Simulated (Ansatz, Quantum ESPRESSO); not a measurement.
# Lithium (Im-3m): phonons by linear response

How does Lithium (Im-3m) vibrate, and is this structure a minimum?

Main program and level: Quantum ESPRESSO 7.5; DFT LDA, scalar-relativistic, plane waves, PseudoDojo norm-conserving pseudopotentials.

The raw output is cut from this account; settings, times and results stay.

### 1. Starting point

Symmetry: Im-3m, No. 229, cubic system. Conventional cell: a = 3.509 Å, b = 3.509 Å, c = 3.509 Å, α = 90.00°, β = 90.00°, γ = 90.00°. Nearest to Li lie 8 Li at 3.04 Å.

### 2. A probe with smearing

Before anything dear is run, a loose run with smearing shows whether this is a metal and how far the cell is from rest.

Contents of probe.in:

```
 &control
    calculation='scf',
    prefix='x',
    outdir='./tmp',
    pseudo_dir='./pseudo',
    tprnfor=.true.,
    tstress=.true.,
    verbosity='high',
 /
 &system
    ibrav=0,
    nat=1,
    ntyp=1,
    ecutwfc=74.0,
    occupations='smearing',
    smearing='gaussian',
    degauss=0.01,
 /
 &electrons
    conv_thr=1.0d-07,
    mixing_beta=0.7,
    electron_maxstep=100,
 /
ATOMIC_SPECIES
 Li      6.9400  Li.upf
CELL_PARAMETERS angstrom
     1.754650000    1.754650000    1.754650000
    -1.754650000    1.754650000    1.754650000
    -1.754650000   -1.754650000    1.754650000
ATOMIC_POSITIONS crystal
 Li     0.000000000   0.000000000   0.000000000
K_POINTS automatic
 8 8 8 0 0 0
```

Run with:

```console
OMP_NUM_THREADS=1 mpirun -n 2 pw.x -nk 2 -in probe.in > probe.out
```

It took 2.7 s on 2 MPI ranks of Intel Xeon Platinum 8488C (Sapphire Rapids), shared host; peak memory of a rank 0.05 GiB.

Read from the output:

```yaml
volume_per_atom: 21.61 Å³
pressure: -1.531 GPa
gap_on_the_k_mesh: 0 eV
```

No gap opens on this mesh, so smearing is kept; the start stands at -1.5 GPa.

### 3. Relaxing the cell and atoms

Frequencies change by per cents with a per cent of volume, so the structure is first brought to rest at this level of theory.

Contents of relax.in:

```
 &control
    calculation='vc-relax',
    prefix='x',
    outdir='./tmp',
    pseudo_dir='./pseudo',
    tprnfor=.true.,
    tstress=.true.,
    forc_conv_thr=2.0d-05,
    etot_conv_thr=1.0d-07,
    nstep=40,
 /
 &system
    ibrav=0,
    nat=1,
    ntyp=1,
    ecutwfc=74.0,
    occupations='smearing',
    smearing='gaussian',
    degauss=0.02,
 /
 &electrons
    conv_thr=1.0d-11,
    mixing_beta=0.7,
    electron_maxstep=100,
 /
 &ions
 /
 &cell
    press_conv_thr=0.1,
 /
ATOMIC_SPECIES
 Li      6.9400  Li.upf
CELL_PARAMETERS angstrom
     1.754650000    1.754650000    1.754650000
    -1.754650000    1.754650000    1.754650000
    -1.754650000   -1.754650000    1.754650000
ATOMIC_POSITIONS crystal
 Li     0.000000000   0.000000000   0.000000000
K_POINTS automatic
 12 12 12 0 0 0
```

Run with:

```console
OMP_NUM_THREADS=1 mpirun -n 2 pw.x -nk 2 -in relax.in > relax.out
```

Elapsed: 15 s, on 2 MPI ranks; peak memory of a rank 0.06 GiB.

The steps of the relaxation:

| step | energy less that of the first step (eV) | largest force (eV/Å) | pressure (GPa) | volume (Å³) |
| --- | --- | --- | --- | --- |
| 1 | 0.0000 | 0.0000 | -1.53 | 21.61 |
| 2 | -0.0016 | 0.0000 | -1.45 | 21.44 |
| 3 | -0.0037 | 0.0000 | -1.33 | 21.19 |
| 4 | -0.0066 | 0.0000 | -1.14 | 20.82 |
| 5 | -0.0100 | 0.0000 | -0.82 | 20.27 |
| 6 | -0.0128 | 0.0000 | -0.29 | 19.46 |
| 7 | -0.0132 | 0.0000 | 0.02 | 19.05 |
| 8 | -0.0132 | 0.0000 | 0.00 | 19.08 |
| 9 | -0.0132 | 0.0000 | 0.00 | 19.08 |
| 10 | -0.0131 | 0.0000 | -0.02 | 19.08 |

| conventional cell, symmetrised | before | after | change |
| --- | --- | --- | --- |
| a (Å) | 3.509 | 3.366 | -4.1 % |
| b (Å) | 3.509 | 3.366 | -4.1 % |
| c (Å) | 3.509 | 3.366 | -4.1 % |
| volume (Å³/atom) | 21.61 | 19.08 | -11.7 % |

The relaxed structure:

```
Li
1.0
     1.68322    1.68322    1.68322
    -1.68322    1.68322    1.68322
    -1.68322   -1.68322    1.68322
Li
1
Direct
  0.00000 0.00000 0.00000
```

The last row of the table of steps is pw.x's closing run on a basis chosen anew for the final cell, so its energy can jump.

Numbers from this step:

```
volume per atom : 19.08 Å³
pressure        : -0.02200 GPa
```

The volume changes by -11.7 % from the cell with which this run began.

### 4. Ground state

The response is built on this ground state, so it is converged far tighter than an energy would need. Smearing stays on, as the first look found no gap above 0.3 eV.

Contents of scf.in:

```
 &control
    calculation='scf',
    prefix='x',
    outdir='./tmp',
    pseudo_dir='./pseudo',
    tprnfor=.true.,
    tstress=.true.,
 /
 &system
    ibrav=0,
    nat=1,
    ntyp=1,
    ecutwfc=74.0,
    occupations='smearing',
    smearing='gaussian',
    degauss=0.02,
 /
 &electrons
    conv_thr=1.0d-12,
    mixing_beta=0.7,
    electron_maxstep=100,
 /
ATOMIC_SPECIES
 Li      6.9400  Li.upf
CELL_PARAMETERS angstrom
     1.683217024    1.683217024    1.683217024
    -1.683217024    1.683217024    1.683217024
    -1.683217024   -1.683217024    1.683217024
ATOMIC_POSITIONS crystal
 Li     0.000000000   0.000000000   0.000000000
K_POINTS automatic
 12 12 12 0 0 0
```

Run with:

```console
OMP_NUM_THREADS=1 mpirun -n 2 pw.x -nk 2 -in scf.in > scf.out
```

The job ended after 4.3 s (2 MPI ranks; peak memory of a rank 0.05 GiB; 7.3 s of CPU time).

The cell stands at -0.022 GPa, close enough for phonons.

### 5. Levels on a dense mesh

The coupling is a sum over pairs of states at the Fermi level and needs a much denser mesh than the density does.

scf_fit.in, as its differences from scf.in of step 4:

```diff
@@ -16,5 +16,6 @@
     degauss=0.02,
+    la2F=.true.,
  /
  &electrons
-    conv_thr=1.0d-12,
+    conv_thr=1.0d-10,
     mixing_beta=0.7,
@@ -31,2 +32,2 @@
 K_POINTS automatic
- 12 12 12 0 0 0
+ 24 24 24 0 0 0
```

Run with:

```console
OMP_NUM_THREADS=1 mpirun -n 2 pw.x -nk 2 -in scf_fit.in > scf_fit.out
```

It took 13 s on 2 MPI ranks; peak memory of a rank 0.08 GiB; 24 s of CPU time.

Read from the output:

```
pressure : -0.04900 GPa
```

### 6. Self-consistent run for the response

The run on the dense mesh left its levels for the electron-phonon sums; ph.x needs the ground state on the coarse mesh, so pw.x runs once more in the same folder.

scf.in is that of step 4.

Run with:

```console
OMP_NUM_THREADS=1 mpirun -n 2 pw.x -nk 2 -in scf.in > scf.out
```

Wall time 3.4 s (2 MPI ranks); peak memory of a rank 0.05 GiB.

Numbers from this step:

```
pressure : -0.02200 GPa
```

### 7. Linear response on the mesh

Linear response treats each wavevector in the unit cell, with no supercell; the 4×4×4 mesh fixes the range of the force constants to be had. The change of the potential is kept for the electron-phonon matrix elements.

Contents of ph.in:

```
phonons
 &inputph
    prefix='x',
    outdir='./tmp',
    fildyn='x.dyn',
    tr2_ph=1.0d-18,
    alpha_mix(1)=0.4,
    nmix_ph=8,
    ldisp=.true.,
    nq1=4,
    nq2=4,
    nq3=4,
    electron_phonon='interpolated',
    fildvscf='dvscf',
    el_ph_sigma=0.005,
    el_ph_nsigma=10,
 /
```

Run with:

```console
OMP_NUM_THREADS=1 mpirun -n 2 ph.x -nk 2 -in ph.in > ph.out
```

It took 7.2 min on 2 MPI ranks; peak memory of a rank 0.07 GiB.

Read from the output:

| Property | Result |
| --- | --- |
| largest acoustic frequency at the zone centre before the sum rule | 4.32 cm⁻¹ |
| lowest mode on the q mesh (acoustic ones at the zone centre apart) | 30.9 cm⁻¹ |

Frequencies (cm⁻¹) at each irreducible wavevector; negative means imaginary. Frequencies by wavevector:

| q (fractions) | star | mode 1 | mode 2 | mode 3 |
| --- | --- | --- | --- | --- |
| 0 0 0 | 1 | 4.3 | 4.3 | 4.3 |
| 0 0 0.25 | 12 | 30.9 | 134.2 | 232.8 |
| 0 0 -0.5 | 6 | 52.4 | 190.9 | 333.4 |
| 0 0.25 -0.5 | 24 | 129.8 | 258 | 307.4 |
| 0.25 0.25 0.25 | 6 | 225.2 | 230.4 | 230.4 |
| 0.25 0.25 -0.5 | 12 | 222.4 | 290.5 | 323.6 |
| 0.25 -0.25 0.25 | 2 | 271.7 | 271.7 | 271.7 |
| -0.5 -0.5 -0.5 | 1 | 342.6 | 342.6 | 342.6 |

Couplings of single modes at a Gaussian broadening of 0.02 Ry, as ph.x prints them. Mode couplings:

| q (fractions) | mode | frequency (cm⁻¹) | λ | linewidth γ (GHz) |
| --- | --- | --- | --- | --- |
| 0 0 0.25 | 1 | 30.87 | 3.698 | 9.86 |
| 0 0 0.25 | 2 | 134.2 | 0.3812 | 19.21 |
| 0 0 0.25 | 3 | 232.8 | 0.138 | 20.93 |
| 0 0 -0.5 | 1 | 52.36 | 2.693 | 20.67 |
| 0 0 -0.5 | 2 | 190.9 | 0.4182 | 42.65 |
| 0 0 -0.5 | 3 | 333.4 | 0.0922 | 28.71 |
| 0 0.25 -0.5 | 1 | 129.8 | 0.2715 | 12.8 |
| 0 0.25 -0.5 | 2 | 258 | 0.0321 | 5.97 |
| 0 0.25 -0.5 | 3 | 307.4 | 0.0925 | 24.48 |
| 0.25 0.25 0.25 | 1 | 225.2 | 0.2145 | 30.45 |
| 0.25 0.25 0.25 | 2 | 230.4 | 0.0582 | 8.65 |
| 0.25 0.25 0.25 | 3 | 230.4 | 0.0575 | 8.55 |
| 0.25 0.25 -0.5 | 1 | 222.4 | 0.0627 | 8.69 |
| 0.25 0.25 -0.5 | 2 | 290.5 | 0.0195 | 4.61 |
| 0.25 0.25 -0.5 | 3 | 323.6 | 0.0766 | 22.47 |
| 0.25 -0.25 0.25 | 1 | 271.7 | 0.0685 | 14.16 |
| 0.25 -0.25 0.25 | 2 | 271.7 | 0.0676 | 13.98 |
| 0.25 -0.25 0.25 | 3 | 271.7 | 0.0704 | 14.53 |
| -0.5 -0.5 -0.5 | 1 | 342.6 | 0.002 | 0.66 |
| -0.5 -0.5 -0.5 | 2 | 342.6 | 0.0023 | 0.75 |
| -0.5 -0.5 -0.5 | 3 | 342.6 | 0.0024 | 0.78 |

The acoustic modes at Γ come out as far as 4.3 cm⁻¹ from zero, where they should vanish, a small numerical error.

### 8. Fourier transform to real space

The dynamical matrices of the mesh are Fourier-transformed to force constants in real space.

Contents of q2r.in:

```
 &input
    fildyn='x.dyn',
    zasr='crystal',
    flfrc='x.fc',
    la2F=.true.,
 /
```

Run with:

```console
q2r.x < q2r.in > q2r.out
```

Wall time 1.4 s (1 thread); peak memory 0.05 GiB.

### 9. Dispersion

From the force constants any wavevector is cheap; points of the mesh come back as solved, but for the sum rule and, in polar crystals, the LO-TO term at Γ; the rest is interpolation.

Contents of matdyn.in:

```
 &input
    asr='crystal',
    flfrc='x.fc',
    flfrq='x.freq',
    flvec='x.modes',
    q_in_band_form=.true.,
    q_in_cryst_coord=.true.,
 /
8
  0.0000000   0.0000000   0.0000000  12  ! GAMMA
  0.5000000   0.5000000  -0.5000000  12  ! H
  0.5000000  -0.0000000  -0.5000000  12  ! N
  0.0000000   0.0000000   0.0000000  12  ! GAMMA
  0.7500000   0.2500000  -0.2500000  12  ! P
  0.5000000   0.5000000  -0.5000000   1  ! H
  0.7500000   0.2500000  -0.2500000  12  ! P
  0.5000000  -0.0000000  -0.5000000   1  ! N
```

Run with:

```console
matdyn.x -in matdyn.in > matdyn.out
```

Elapsed: 1.2 s, on 1 thread; peak memory 0.05 GiB.

This step gave:

| Quantity | Value |
| --- | --- |
| lowest frequency on the path | -18.37 cm⁻¹ |

Matdyn.x, sum rule crystal. Phonon branches along the path, in cm⁻¹:

| point | branch 1 | branch 2 | branch 3 |
| --- | --- | --- | --- |
| Γ | 0 | 0 | 0 |
| halfway | 225 | 230 | 230 |
| H | 343 | 343 | 343 |
| halfway | 222 | 290 | 324 |
| N | 52 | 191 | 333 |
| halfway | 31 | 134 | 233 |
| Γ | 0 | 0 | 0 |
| halfway | 148 | 148 | 260 |
| P | 272 | 272 | 272 |
| halfway | 168 | 313 | 313 |
| H | 343 | 343 | 343 |
| jump to P | 272 | 272 | 272 |
| halfway | 169 | 242 | 325 |
| N | 52 | 191 | 333 |

Lowest modes at the softest wavevector of the mesh; phase exp(i q.(R + tau)). Modes at q = (0.000, 0.250, 0.250):

| mode | frequency (cm⁻¹) |
| --- | --- |
| 1 | 30.9 |
| 2 | 134.2 |
| 3 | 232.8 |

Displacements in mode 1 (30.9 cm⁻¹), the largest set to 1, in the home cell:
```
Li1 1.00 0.00 1.00
```

Displacements in mode 3 (232.8 cm⁻¹), the largest set to 1, in the home cell:
```
Li1  1.00  0.00 -1.00
```

Force constants by pair (phonopy on the run's constants); pairs near half the supercell's span include their periodic images. Pair force constants, by row:

| atom | neighbour | distance (Å) | third of the trace (eV/Å²) | along the pair's line (eV/Å²) |
| --- | --- | --- | --- | --- |
| Li1 | itself | 0 | 1.415 | – |
| Li1 | Li | 2.915 | -0.1788 | -0.5257 |
| Li1 | Li | 3.366 | -0.0337 | -0.0582 |
| Li1 | Li | 4.761 | 0.024 | 0.0623 |
| Li1 | Li | 5.583 | -0.0028 | -0.0158 |
| Li1 | Li | 5.831 | -0.0173 | -0.0631 |
| Li1 | Li | 6.733 | -0.0042 | -0.0033 |

Mode patterns, pair constants, displacements and means over the zone were worked out by phonopy from the force constants of q2r.x.

A branch dips to 18i cm⁻¹.

### 10. Sums over the zone

Sums over the zone need many more wavevectors than were solved, so the interpolation is sampled on a dense mesh.

Contents of matdyn.in:

```
 &input
    asr='crystal',
    flfrc='x.fc',
    dos=.true.,
    fldos='x.dos',
    nk1=19,
    nk2=19,
    nk3=19,
    deltaE=1.0,
    la2F=.true.,
 /
```

Run with:

```console
matdyn.x -in matdyn.in > matdyn.out
```

The job ended after 26 s (1 thread; peak memory 0.14 GiB).

Numbers from this step:

```yaml
share_of_imaginary_modes_on_the_dense_interpolated_mesh: 4.00e-4
```

Tetrahedra. Phonon density of states against wavenumber; read off at these points:

wavenumber (cm⁻¹), phonon density of states (1/cm⁻¹/cell) and a bar:
```
    -10.0     0.0001 
      0.0     0.0002 
     10.0     0.0003 
     20.0     0.0005 
     30.0     0.0010 #
     40.0     0.0014 #
     50.0     0.0020 ##
     60.0     0.0030 ###
     70.0     0.0049 ####
     80.0     0.0052 #####
     90.0     0.0059 #####
    100.0     0.0068 ######
    110.0     0.0076 #######
    120.0     0.0091 ########
    130.0     0.0103 #########
    138.2     0.0114 ##########
    140.0     0.0106 #########
    150.0     0.0092 ########
    160.0     0.0082 #######
    170.0     0.0080 #######
    180.0     0.0083 #######
    190.0     0.0091 ########
    200.0     0.0102 #########
    210.0     0.0102 #########
    220.0     0.0102 #########
    230.0     0.0104 #########
    240.0     0.0106 #########
    250.0     0.0108 ##########
    260.0     0.0112 ##########
    270.0     0.0115 ##########
    280.0     0.0115 ##########
    290.0     0.0120 ###########
    300.0     0.0147 #############
    310.0     0.0212 ###################
    318.2     0.0335 ##############################
    320.0     0.0334 ##############################
    330.0     0.0124 ###########
    340.0     0.0009 #
```

### 11. Cross-check with Ansatz

A second program on the same cell, potentials, cutoff and meshes tests the implementation of the phonon response, not its convergence; field response and couplings are summed in its own way. Its k mesh is centred on Γ.

This step: DFT LDA, scalar-relativistic, plane waves, PseudoDojo norm-conserving pseudopotentials (Ansatz 0.2.0).

Contents of input.yaml:

```yaml
crystal:
  lattice:
    - [1.683217024, 1.683217024, 1.683217024]
    - [-1.683217024, 1.683217024, 1.683217024]
    - [-1.683217024, -1.683217024, 1.683217024]
  atoms:
    - { symbol: Li, position: [0.0, 0.0, 0.0] }
kpoints:
  mp_grid: { grid: [12, 12, 12] }
hamiltonian:
  xc: lda
  pseudopotentials: { kind: nc, accuracy: standard }
scf:
  occupations: { method: gaussian, width: 0.27211 }
output:
  eigenvalues: true
basis:
  ecutwfc: 1006.821
phonons:
  method: dfpt
  qmesh: [4, 4, 4]
  temperatures: { t_max: 1000, t_step: 50 }
  qpath:
    path:
      - [[0.0, 0.0, 0.0], [0.5, 0.5, -0.5], [0.5, 0.0, -0.5], [0.0, 0.0, 0.0], [0.75, 0.25, -0.25], [0.5, 0.5, -0.5]]
      - [[0.75, 0.25, -0.25], [0.5, 0.0, -0.5]]
    npoints: 12
  electrical_resistivity: { temperatures: [77, 300], mesh: [24, 24, 24] }
```

Run with:

```console
ansatz run input.yaml --threads 2 --pin off --max-ram 4096MiB --backend cpu --events-out ev --progress --plain --runs-dir out
```

Elapsed: 2.3 min, on 2 threads; peak memory 1.6 GiB; 2.7 min of CPU time.

The run ended with an error: “electrical resistivity: the phonon self-energy gives or leaves a mode of imaginary frequency on the scattering mesh, on its own coarse k mesh or nearer the zone's centre than that mesh's first points: phonons.electron_occupations”.

The phonons were solved, but the coupling sums need a stable lattice.

### 12. Results

| Item | Value |
| --- | --- |
| space group after relaxation | Im-3m |
| volume per atom | 19.1 Å³ |
| q mesh | 4×4×4 |
| lowest mode on the q mesh (acoustic ones at the zone centre apart) | 30.9 cm⁻¹ |
| imaginary modes on the q mesh | none |

**Reading.** Lithium (Im-3m) is dynamically stable on the 4×4×4 mesh; its spectrum reaches 343 cm⁻¹. The imaginary part of the path lies between the solved wavevectors, so it may come from the interpolation. These are harmonic frequencies at zero temperature: anharmonic shifts, linewidths and thermal expansion are left out. In a metal the frequencies hang on the k mesh and the smearing, most of all near Kohn anomalies. No coupling constant is taken from ph.x, since the sums are unsound here: the spectrum is unstable, unfinished or interpolated from too coarse a mesh.

[Long decimals in the printed logs are rounded to 6 places.]

[Host names, launcher messages, clock columns and parts of forces and stress are left out of these logs.]

[Logs are printed without paths, hosts, clocks, repeated set-up lines and the standing remarks that a program may print on its own settings, such as how far it seeks lower states.]

[Hosts, paths, dates, database ids (printed as entryN), source tags and the programs' standing remarks are cut or masked in the printed files.]

[Where Elk ran, warnings of its patched build on accuracy (core leakage, angular cutoffs, spin-orbit splittings, empty states, lower magnetic states) are left out.]

[Sessions in which a second program contradicted a gradient-corrected response are left out of this set, so agreement between programs is selected.]
